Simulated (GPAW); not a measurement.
## MgO2 (R-3m): one start, several treatments of the self-energy

Wanted: the gap of MgO2 (R-3m) under several approximations, with cost.

Method: LDA and many-body steps on it, plane waves, in GPAW 26.7.0.

This is a report of a sequence of runs, with most program output left out.

## (1) The starting structure

Symmetry: R-3m, No. 166, trigonal system. The conventional cell has a = 3.210 Å, b = 3.210 Å, c = 10.482 Å, α = 90.00°, β = 90.00°, γ = 120.00°. Mg has 6 O at 2.11 Å nearest. Nearest to O lie 1 O at 1.49 Å and 3 Mg at 2.11 Å. Farther neighbours and most contacts between anions are not listed.

As a file:

```
Mg O
1.0
     1.60476    0.92651    3.49398
    -1.60476    0.92651    3.49398
     0.00000   -1.85302    3.49398
Mg O
1 2
Direct
  0.00000 0.00000 0.00000
  0.42879 0.42879 0.42879
  0.57121 0.57121 0.57121
```

The cell and positions are those that the Materials Project relaxed with its own functionals (PBE, PBE+U or r2SCAN), kept fixed.

## (2) Empty states on the mesh, 4×4×4 mesh, 210 bands

This step: GPAW 26.7.0; DFT, LDA, plane waves, PAW.

The sums over transitions need many empty states on a uniform mesh; this step solves for them.

The input, run.py:

```python
import json
import numpy as np
from gpaw.mpi import world
from gpaw import GPAW

calc = GPAW('gs.gpw').fixed_density(kpts={'size': (4, 4, 4), 'gamma': True},
    parallel={'domain': 1, 'band': 1},
    txt='nscf.txt')
calc.diagonalize_full_hamiltonian(nbands=210)
calc.write('full.gpw', mode='all')
res = {}
kpts = calc.get_ibz_k_points()
res['kpts'] = kpts
res['eigenvalues'] = [calc.get_eigenvalues(kpt=k) for k in range(len(kpts))]
res['n_electrons'] = calc.get_number_of_electrons()

if world.rank == 0:
    with open('result.json', 'w') as f:
        json.dump(res, f, default=lambda x: x.tolist())
```

On the command line:

```bash
$ mpirun -n 4 gpaw python run.py
```

Run time: 9.5 s. Hardware: 4 MPI ranks of Arm Neoverse V2, shared host; peak memory 1 GiB; 37 s of CPU time.

Numbers from this step:

```
gap                                                           : 2.196 eV
k of the valence top                                          : 0.5, 0.5, 0.5
k of the conduction bottom                                    : 0.5, 0.5, 0.5
least direct gap                                              : 2.196 eV
k points computed                                             : 13
lowest point of the top converged band, above the valence top : 188.0061 eV
```

On this mesh the gap is 2.196 eV.

## (3) G0W0, Godby-Needs plasmon pole

G0W0 replaces the xc potential by the self-energy, built once from these orbitals. Only a window of levels is corrected, while the sums run over the empty bands that the input names.

This step: G0W0 on LDA, plane waves, PAW.

The input, run.py:

```python
import json
import numpy as np
from gpaw.mpi import world
from gpaw.response.g0w0 import G0W0

gw = G0W0('full.gpw',
    filename='gw',
    kpts=[0, 12],
    bands=(9, 13),
    ecut=120,
    nbands=93,
    integrate_gamma='WS',
    ppa=True)
gw.calculate()
res = {mode: {k: v for k, v in r.items() if k != 'sigma_eskwn'}
       for mode, r in gw.all_results.items()}

if world.rank == 0:
    with open('result.json', 'w') as f:
        json.dump(res, f, default=lambda x: x.tolist())
```

On the command line:

```bash
$ mpirun -n 4 gpaw python run.py
```

Run time: 32 s. Hardware: 4 MPI ranks; peak memory 1 GiB.

This step gave:

```
G0W0 gap on the points computed              : 5.236 eV
least direct G0W0 gap on the computed points : 5.236 eV
Z at the valence top                         : 0.7895
Z at the conduction bottom                   : 0.8092
starting gap on the mesh                     : 2.196 eV
k of the valence top                         : 0.5, 0.5, 0.5
k of the conduction bottom                   : 0.5, 0.5, 0.5
```

The gap on the mesh goes from 2.20 eV to 5.24 eV, a correction of +3.04 eV.

## (4) One-shot HSE06

This step: one-shot HSE06 levels on LDA orbitals, plane waves, PAW.

The input, run.py:

```python
import json
import numpy as np
from gpaw.mpi import world
from gpaw.hybrids.eigenvalues import non_self_consistent_eigenvalues

dft, vxc, vxc_hyb = non_self_consistent_eigenvalues('full.gpw', 'HSE06', 9, 13, kpt_indices=[0, 12])
res = {'dft': dft[0], 'hybrid': (dft - vxc + vxc_hyb)[0]}
if world.rank == 0:
    with open('hybrid.txt', 'w') as f:
        for k, e0, e1 in zip([0, 12], res['dft'], res['hybrid']):
            print(k, ' '.join(f'{x:9.4f}' for x in e0), '|', ' '.join(f'{x:9.4f}' for x in e1), file=f)

if world.rank == 0:
    with open('result.json', 'w') as f:
        json.dump(res, f, default=lambda x: x.tolist())
```

On the command line:

```bash
$ mpirun -n 4 gpaw python run.py
```

Run time: 2.8 s. Hardware: 4 MPI ranks; peak memory 0.79 GiB; 11 s of CPU time.

This step gave:

```yaml
starting_gap_on_the_mesh: 2.196 eV
hybrid_gap_on_the_mesh: 4.532 eV
least_direct_hybrid_gap_on_the_computed_points: 4.532 eV
```

## (5) G0W0, extrapolated in the cutoff

This step: G0W0 on LDA, plane waves, PAW.

The input, run.py:

```python
import json
import numpy as np
from gpaw.mpi import world
from gpaw.response.g0w0 import G0W0

gw = G0W0('full.gpw',
    filename='gw',
    kpts=[0, 12],
    bands=(9, 13),
    ecut=200.0,
    integrate_gamma='WS',
    ppa=True,
    ecut_extrapolation=True)
gw.calculate()
res = {mode: {k: v for k, v in r.items() if k != 'sigma_eskwn'}
       for mode, r in gw.all_results.items()}

if world.rank == 0:
    with open('result.json', 'w') as f:
        json.dump(res, f, default=lambda x: x.tolist())
```

On the command line:

```bash
$ mpirun -n 4 gpaw python run.py
```

The job ended after 2.3 min (4 MPI ranks; peak memory 1.3 GiB; 9.1 min of CPU time).

Numbers from this step:

* quasiparticle gap on the points computed: 5.359 eV
* least direct quasiparticle gap on the computed points: 5.359 eV
* Z at the valence top: 0.7815
* Z at the conduction bottom: 0.7967
* starting gap on the mesh: 2.196 eV
* k of the valence top: 0.5, 0.5, 0.5
* k of the conduction bottom: 0.5, 0.5, 0.5
* gaps at the cutoffs of the extrapolation: 5.284, 5.292, 5.299 eV

Against G0W0 in GPAW (4×4×4 mesh, 93 bands, screening to 120 eV, Godby-Needs plasmon pole), the gap moves by +0.123 eV.

## (6) One-shot PBE0

This step: one-shot PBE0 levels on LDA orbitals, plane waves, PAW.

The input, run.py:

```python
import json
import numpy as np
from gpaw.mpi import world
from gpaw.hybrids.eigenvalues import non_self_consistent_eigenvalues

dft, vxc, vxc_hyb = non_self_consistent_eigenvalues('full.gpw', 'PBE0', 9, 13, kpt_indices=[0, 12])
res = {'dft': dft[0], 'hybrid': (dft - vxc + vxc_hyb)[0]}
if world.rank == 0:
    with open('hybrid.txt', 'w') as f:
        for k, e0, e1 in zip([0, 12], res['dft'], res['hybrid']):
            print(k, ' '.join(f'{x:9.4f}' for x in e0), '|', ' '.join(f'{x:9.4f}' for x in e1), file=f)

if world.rank == 0:
    with open('result.json', 'w') as f:
        json.dump(res, f, default=lambda x: x.tolist())
```

On the command line:

```bash
$ mpirun -n 4 gpaw python run.py
```

The job ended after 2.8 s (4 MPI ranks; peak memory 0.8 GiB; 11 s of CPU time).

This step gave:

```yaml
starting_gap_on_the_mesh: 2.196 eV
hybrid_gap_on_the_mesh: 5.304 eV
least_direct_hybrid_gap_on_the_computed_points: 5.304 eV
```

## (7) G0W0, full frequency, Hilbert transform

This step: G0W0 on LDA, plane waves, PAW.

The input, run.py:

```python
import json
import numpy as np
from gpaw.mpi import world
from gpaw.response.g0w0 import G0W0

gw = G0W0('full.gpw',
    filename='gw',
    kpts=[0, 12],
    bands=(9, 13),
    ecut=120,
    nbands=93,
    integrate_gamma='WS',
    frequencies={'type': 'nonlinear', 'domega0': 0.1, 'omega2': 15.0},
    eta=0.1,
    nblocksmax=True)
gw.calculate()
res = {mode: {k: v for k, v in r.items() if k != 'sigma_eskwn'}
       for mode, r in gw.all_results.items()}

if world.rank == 0:
    with open('result.json', 'w') as f:
        json.dump(res, f, default=lambda x: x.tolist())
```

On the command line:

```bash
$ mpirun -n 4 gpaw python run.py
```

Wall time 48 s (4 MPI ranks); peak memory 1.2 GiB; 3.2 min of CPU time.

Numbers from this step:

* G0W0 gap on the points computed: 5.133 eV
* least direct G0W0 gap on the computed points: 5.133 eV
* starting gap on the mesh: 2.196 eV
* k of the valence top: 0.5, 0.5, 0.5
* k of the conduction bottom: 0.5, 0.5, 0.5

Against G0W0 in GPAW (4×4×4 mesh, 93 bands, screening to 120 eV, Godby-Needs plasmon pole), the gap moves by −0.103 eV.

## (8) The runs together

Times are wall times on 4 MPI ranks of Arm Neoverse V2, shared host, good to a factor of about two.

```
                                    run   mesh  bands  screening cutoff (eV)  DFT gap (eV)  gap on the mesh (eV)  direct (eV)     time
         G0W0, Godby-Needs plasmon pole  4×4×4     93                    120         2.196                 5.236        5.236     32 s
                         one-shot HSE06  4×4×4      -                      -         2.196                 4.532        4.532    2.8 s
       G0W0, extrapolated in the cutoff  4×4×4      -                    200         2.196                 5.359        5.359  2.3 min
                          one-shot PBE0  4×4×4      -                      -         2.196                 5.304        5.304    2.8 s
G0W0, full frequency, Hilbert transform  4×4×4     93                    120         2.196                 5.133        5.133     48 s
```

## (9) Outcome

- G0W0, Godby-Needs plasmon pole: 5.236 eV
- one-shot HSE06: 4.532 eV
- G0W0, extrapolated in the cutoff: 5.359 eV
- one-shot PBE0: 5.304 eV
- G0W0, full frequency, Hilbert transform: 5.133 eV
- known limits: not at the basis limit; coarse k mesh

In words: One-shot HSE06: −0.704 eV against G0W0, Godby-Needs plasmon pole. G0W0, extrapolated in the cutoff: +0.123 eV against G0W0, Godby-Needs plasmon pole, at other bands or cutoff, so not like for like. One-shot PBE0: +0.068 eV against G0W0, Godby-Needs plasmon pole. G0W0, full frequency, Hilbert transform: −0.103 eV against G0W0, Godby-Needs plasmon pole. One-shot hybrid levels are evaluated on the LDA orbitals. Bands and cutoff are finite, so the gap is not at the basis limit. The miss can reach some tenths of an eV and take either sign; the mesh is an error of its own. These stock PAW sets were not made for GW. In the G0W0 runs levels were corrected at 2 k points alone, so a gap called «on the mesh» is the least over those, and an edge elsewhere would be missed. The program warns of a poor linear fit in the extrapolation of some level, so the extrapolated values are rough. The 4×4×4 mesh is coarse for this cell, which bears on the long-range parts of exchange and screening.

[Paths, hosts, dates, memory and timing lines, banners, echoed tables and standing remarks are left out of the program output.]

[Logs are printed without paths, hosts, clocks, repeated set-up lines and the standing remarks that a program may print on its own settings, such as how far it seeks lower states.]

[Runs of the session that timed out or met a known fault of the program may be left out.]

[Hosts, paths, dates, database ids (printed as entryN), source tags and the programs' standing remarks are cut or masked in the printed files.]
